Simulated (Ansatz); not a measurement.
# La on Pt(111): change of the work function, part 2 of 2

Aim: the work function of Pt(111) at several coverages of La (fcc site), and the dipole that each adsorbate carries.

Ansatz 0.2.0; plane-wave DFT, PBE, Ansatz PAW.

So far, work function, upper face (eV): step 2 (the clean slab) 5.70; step 3 (37 atoms, coverage 0.111 ML, cell 3x3) 2.57.

### Step 4. Adsorbate added, k-mesh 6×6×1, coverage 0.25 ML

System of this step: La/Pt(111). The cell holds 17 atoms: 16 Pt and 1 La. Cell: a = 5.544 Å, b = 5.544 Å, c = 28.055 Å, α = 90.0°, β = 90.0°, γ = 60.0°. Vacuum lies along c.

Another coverage, to see how the dipoles act on each other as their distance changes.

Contents of input.yaml:

```yaml
crystal:
  lattice:
    - [5.5437171645, 1.0e-10, 0.0]
    - [2.7718585822, 4.8009998959, 0.0]
    - [0.0, 0.0, 28.0551467271]
  atoms:
    - { symbol: Pt, position: [0.0, 0.0, 0.3207967539] }
    - { symbol: Pt, position: [0.1666666667, 0.1666666667, 0.4014669096] }
    - { symbol: Pt, position: [0.3333333333, 0.3333333333, 0.4836892383] }
    - { symbol: Pt, position: [0.0, 0.0, 0.566936741] }
    - { symbol: Pt, position: [0.0, 0.5, 0.3207967539] }
    - { symbol: Pt, position: [0.1666666667, 0.6666666667, 0.4014669096] }
    - { symbol: Pt, position: [0.3333333333, 0.8333333333, 0.4836892383] }
    - { symbol: Pt, position: [0.0, 0.5, 0.566936741] }
    - { symbol: Pt, position: [0.5, 0.0, 0.3207967539] }
    - { symbol: Pt, position: [0.6666666667, 0.1666666667, 0.4014669096] }
    - { symbol: Pt, position: [0.8333333333, 0.3333333333, 0.4836892383] }
    - { symbol: Pt, position: [0.5, 0.0, 0.566936741] }
    - { symbol: Pt, position: [0.5, 0.5, 0.3207967539] }
    - { symbol: Pt, position: [0.6666666667, 0.6666666667, 0.4014669096] }
    - { symbol: Pt, position: [0.8333333333, 0.8333333333, 0.4836892383] }
    - { symbol: Pt, position: [0.5, 0.5, 0.566936741] }
    - { symbol: La, position: [0.1666666667, 0.1666666667, 0.6792032461] }
kpoints:
  mp_grid: { grid: [6, 6, 1] }
hamiltonian:
  xc: pbe
scf:
  occupations: { method: fermi_dirac, width: 0.1 }
  convergence: { dr2_threshold: 1.0e-08 }
efield:
  axis: 3
  dipole_correction: true
  ramp_position: 0.97
  ramp_width: 0.06
relax:
  f_tol: 0.02
  max_steps: 60
  constraints: [{ sites: [0, 1, 4, 5, 8, 9, 12, 13] }]
output:
  dos: { projected: true, e_range: [-8, 4] }
  write_potential: true
  write_density: true
  volumetric_format: npy
  elf: true
```

Started as:

```bash
ansatz run input.yaml --threads 4 --pin off --max-ram 16384MiB --backend cpu --events-out ev --progress --plain --runs-dir out
```

Run time: 5.4 min. Hardware: 4 threads of Arm Neoverse V1, shared host; peak memory 3.1 GiB.

The steps of the relaxation:

| step | energy less that of the first step (eV) | largest force component (eV/Å) |
| --- | --- | --- |
| 1 | 0.0000 | 2.9687 |
| 2 | -0.7903 | 3.3066 |
| 3 | -1.5883 | 3.2891 |
| 4 | -2.2566 | 2.5100 |
| 5 | -2.6232 | 0.5042 |
| 6 | -2.6664 | 0.2365 |
| 7 | -2.6877 | 0.1044 |
| 8 | -2.6905 | 0.0428 |
| 9 | -2.6914 | 0.0028 |

The run keeps the 6 symmetry operations that the program found, so distortions that break them were not tested.

The atoms that moved most (Å):

| atom | dx | dy | dz | length |
| --- | --- | --- | --- | --- |
| La17 | 0.000 | 0.000 | -0.909 | 0.909 |
| Pt16 | 0.000 | 0.000 | 0.216 | 0.216 |
| Pt8 | 0.000 | 0.036 | 0.090 | 0.097 |
| Pt4 | -0.031 | -0.018 | 0.090 | 0.097 |
| Pt12 | 0.031 | -0.018 | 0.090 | 0.097 |
| Pt3 | 0.006 | 0.003 | 0.045 | 0.045 |
| Pt11 | -0.006 | 0.003 | 0.045 | 0.045 |
| Pt7 | 0.000 | -0.006 | 0.045 | 0.045 |

The relaxed structure:

```xyz
17
Lattice="5.5437 0.0000 0.0000 2.7719 4.8010 0.0000 0.0000 0.0000 28.0551" Properties=species:S:1:pos:R:3
Pt    0.0000    0.0000    9.0000
Pt    1.3859    0.8002   11.2632
Pt    2.7774    1.6036   13.6146
Pt   -0.0314   -0.0181   15.9958
Pt    1.3859    2.4005    9.0000
Pt    2.7719    3.2007   11.2632
Pt    4.1578    3.9944   13.6146
Pt    1.3859    2.4367   15.9958
Pt    2.7719    0.0000    9.0000
Pt    4.1578    0.8002   11.2632
Pt    5.5381    1.6036   13.6146
Pt    2.8032   -0.0181   15.9958
Pt    4.1578    2.4005    9.0000
Pt    5.5437    3.2007   11.2632
Pt    6.9296    4.0008   13.5435
Pt    4.1578    2.4005   16.1211
La    1.3859    0.8002   18.1462
```

Read from the output:

- energy at zero smearing: -206616.5506 eV
- work function, upper face: 2.082 eV
- work function, lower face: 5.691 eV
- dipole along the normal: 0.5308 e·Å
- step between the vacuum levels: -3.609 eV

Running mean over 2.263 Å of the planar mean; the ramp of the sawtooth is left out. The electron's electrostatic potential energy less the Fermi level by z:

| z (Å) | electron's electrostatic potential energy less the Fermi level (eV) |
| --- | --- |
| 3.5 | 5.69 |
| 4.0 | 5.69 |
| 4.5 | 5.69 |
| 5.0 | 5.69 |
| 5.5 | 5.68 |
| 6.0 | 5.63 |
| 6.5 | 5.44 |
| 7.0 | 4.62 |
| 7.5 | 1.21 |
| 8.0 | -4.96 |
| 8.5 | -9.97 |
| 9.0 | -11.6 |
| 9.5 | -11.9 |
| 10.0 | -12.0 |
| 10.5 | -12.1 |
| 11.0 | -12.1 |
| 11.5 | -12.0 |
| 12.0 | -11.5 |
| 12.5 | -11.3 |
| 13.0 | -11.6 |
| 13.5 | -11.9 |
| 14.0 | -11.5 |
| 14.5 | -10.4 |
| 15.0 | -10.2 |
| 15.5 | -11.2 |
| 16.0 | -11.9 |
| 16.5 | -11.6 |
| 17.0 | -8.61 |
| 17.5 | -4.49 |
| 18.0 | -2.51 |
| 18.5 | -2.24 |
| 19.0 | -1.49 |
| 19.5 | -0.248 |
| 20.0 | 0.972 |
| 20.5 | 1.59 |
| 21.0 | 1.85 |
| 21.5 | 1.97 |
| 22.0 | 2.03 |
| 22.5 | 2.06 |
| 23.0 | 2.07 |
| 23.5 | 2.08 |
| 24.0 | 2.08 |
| 24.5 | 2.08 |

The density of states has structure finer than the step of the table below, so its rows give means over 0.25 eV. Peaks (eV: height): -4.240: 46.3, -3.490: 39.0, -3.040: 55.3, -2.080: 45.6, -0.540: 39.1, 1.770: 55.1, 1.890: 77.0.

The density of states by energy, zero at the Fermi level; means over each step:

energy (eV), density of states (states/eV a cell) and a bar:
```
    -7.75        2.7 #
    -7.50        1.9 
    -7.25        2.7 #
    -7.00        2.6 #
    -6.75        9.5 #######
    -6.50       10.1 ########
    -6.25       14.8 ############
    -6.00       17.2 ##############
    -5.75       25.2 #####################
    -5.50       23.1 ####################
    -5.25       17.0 ##############
    -5.00       16.0 #############
    -4.75       21.6 ##################
    -4.50       18.7 ###############
    -4.25       23.6 ####################
    -4.00       24.0 ####################
    -3.75       28.4 ########################
    -3.50       32.1 ############################
    -3.25       29.6 ##########################
    -3.00       34.4 ##############################
    -2.75       23.5 ####################
    -2.50       20.6 #################
    -2.25       23.7 ####################
    -2.00       23.8 ####################
    -1.75       24.3 #####################
    -1.50       26.8 #######################
    -1.25       28.6 #########################
    -1.00       22.0 ###################
    -0.75       21.1 ##################
    -0.50       24.7 #####################
    -0.25       30.1 ##########################
     0.00       25.9 ######################
     0.25       17.4 ##############
     0.50        9.9 #######
     0.75        6.9 #####
     1.00        7.5 #####
     1.25        9.8 #######
     1.50       15.5 #############
     1.75       32.9 #############################
```

Projected DOS per atom over height of the atomic layer and energy from the Fermi level. Layers: Pt4 Pt4 Pt4 Pt4 La from below.

Ten even steps from '_' (0.0 states/eV) to '@' (24.5 states/eV), each cell a mean:
```
________@@
________::
__________
__________
__________
__________
__________
__________
__________
__________
__________
__________
__________
__________
__________
__________
__________
__________
__________
__________
__________
__________
```
Columns: height of the atomic layer (Å) from 9 to 18.1 (not evenly spaced); rows upwards: energy from the Fermi level (eV) from -7.96 to 1.95.

ELF in the ca plane at fractional y = 0.167, with atoms of Pt and La within 0.2 Å of it. It is the smooth field of the valence electrons, not physical close to the nuclei.

Ten even steps from '0' (0.00) to '9' (0.84), each cell a mean:
```
54322333222454322344443246642111111000000000
54322333222454332344443211110011110000000000
33323454322333322233333310000011100000000000
32234777532233221223332211000000000000000000
32235787532232211223332211100000000000000000
32235787532232211223332211000000000000000000
33234666432233322233333210000001000000000000
44322333222344322344433210000011110000000000
54322333223455333344443223321111111000000000
43322333322344322334443478874211111000000000
32234666432333322223333798996311111100000000
32235787532222211223324852698421111100000000
32235787532222211223325830598421111100000000
32234777532223221223334876897311111100000000
33323454322333322233333699985211111100000000
```
Columns run along c (16.0 Å, from fractional 0.33 to 0.90 of the cell), rows up along a (5.5 Å). Atoms in or near the plane, at fractional coordinates: Pt at (0.40, 0.17), Pt at (0.40, 0.67), La at (0.65, 0.17).

Electrostatic potential energy in the ca plane at fractional y = 0.167, with atoms of Pt and La within 0.2 Å of it. With pseudopotentials it is smooth inside the atoms' cores, unlike the true potential.

Ten even steps from '0' (-45 eV) to '9' (9 eV), each cell a mean:
```
35899888998744789854589877789999999999999999
35899888998744689854589999999999999999999999
67898535799866899976799999999999999999999999
89985000489988999998999999999999999999999999
99982000179999999999999999999999999999999999
99983000279999999999999999999999999999999999
78986202689888999987899999999999999999999999
46899777899755799865689999999999999999999999
35899989998633689853589988889999999999999999
56898767899755799875788765678999999999999999
88986202689888899988887411258999999999999999
99983000279999999999986214137899999999999999
99982000179999999999986126126899999999999999
89985000489989999998987311147899999999999999
67898535799877899977788633468999999999999999
```
Columns run along c (16.0 Å, from fractional 0.33 to 0.90 of the cell; values clipped at the 3rd and 97th percentile), rows up along a (5.5 Å). Atoms in or near the plane, at fractional coordinates: Pt at (0.40, 0.17), Pt at (0.40, 0.67), La at (0.65, 0.17).

Valence density in the ca plane at fractional y = 0.167, with atoms of Pt and La within 0.2 Å of it. It is the smooth field of the valence electrons, not physical close to the nuclei.

Ten steps, logarithmic in the rise over the least value, from '0' (0 e/Å³) to '9' (11 e/Å³), each cell a mean:
```
65322333223466432356542223210000000000000000
65322333223466432356532111000000000000000000
44323565422344322344432100000000000000000000
33235898632233221233321100000000000000000000
22236999742222211222221000000000000000000000
32236899742222211223221100000000000000000000
43334777532333322234321100000000000000000000
55323444323455432355532110000000000000000000
65322333223466432356542222110000000000000000
54323444323455432345433344421000000000000000
43334787532344322233333455542100000000000000
22236899742222211222224555553100000000000000
22236999742222211122224555553100000000000000
33235898632233221223333555553100000000000000
54333565422344322344433455432000000000000000
```
Columns run along c (16.0 Å, from fractional 0.33 to 0.90 of the cell), rows up along a (5.5 Å). Atoms in or near the plane, at fractional coordinates: Pt at (0.40, 0.17), Pt at (0.40, 0.67), La at (0.65, 0.17).

The relaxation took 9 steps and lowered the energy by 2.7 eV; the largest force on the free atoms ends at 0.0028 eV/Å.

By hand: a sheet of dipoles makes a step −p/(ε₀A) in the electron's potential. With e/ε₀ = 180.95 V·Å, p = 0.5308 e·Å and A = 26.62 Å², that is −180.95 × (0.5308) / 26.62 = -3.609 eV, and the two vacuum levels of the run differ by -3.609 eV.

The covered face has 2.08 eV, -3.62 eV against the clean one; the bare back face has moved by +0.02 eV, a measure of how thin the slab is.

### Step 5. Work function against coverage

This step: plane-wave DFT, PBE, Ansatz PAW; work function against coverage (Ansatz 0.2.0).

The runs are now put side by side.

Numbers from this step:

```yaml
work_function_of_the_clean_face: 5.703 eV
largest_change_of_the_work_function: -3.621 eV
```

Table of work function of the covered face by coverage:

| coverage (adsorbates/nm²) | work function of the covered face (eV) |
| --- | --- |
| 0.00 | 5.70 |
| 1.67 | 2.57 |
| 3.76 | 2.08 |

The dipole per adsorbate comes from the change of the cell's dipole. Coverage, by row:

| coverage (1/nm²) | coverage (ML) | work function (eV) | change (eV) | dipole per adsorbate, positive end outwards (debye) | mean height of the added atoms over the highest substrate atom (Å) |
| --- | --- | --- | --- | --- | --- |
| 1.67 | 0.1111 | 2.569 | -3.134 | 4.953 | 2.135 |
| 3.757 | 0.25 | 2.082 | -3.621 | 2.572 | 2.025 |

### Step 6. Outcome

| Property | Result |
| --- | --- |
| work function of the clean face | 5.70 eV |
| work function at 0.11 ML | 2.57 eV |
| work function at 0.25 ML | 2.08 eV |
| dipole per adsorbate at 0.11 ML, positive end outwards | 4.95 D |

La lowers the work function of Pt(111) at the lowest coverage, by 3.13 eV: the adsorbate layer has its positive end outwards. The slab has 4 layers, at the tabulated experimental lattice constant, one starting site was run, and quantum-size effects of a slab this thin can reach one or two tenths of an eV. The main runs have no spin polarisation; a magnetic state could lie lower and would change these results.

[Long decimals in the printed logs are rounded to 6 places.]

[Logs are printed without paths, hosts, clocks, repeated set-up lines and the standing remarks that a program may print on its own settings, such as how far it seeks lower states.]

[Hosts, paths, dates, database ids (printed as entryN), source tags and the programs' standing remarks are cut or masked in the printed files.]

[Maps of the electrostatic potential energy from Ansatz leave out the sawtooth potential of an applied field or a dipole correction, so their vacuum need not be flat; planar profiles and work functions include it.]
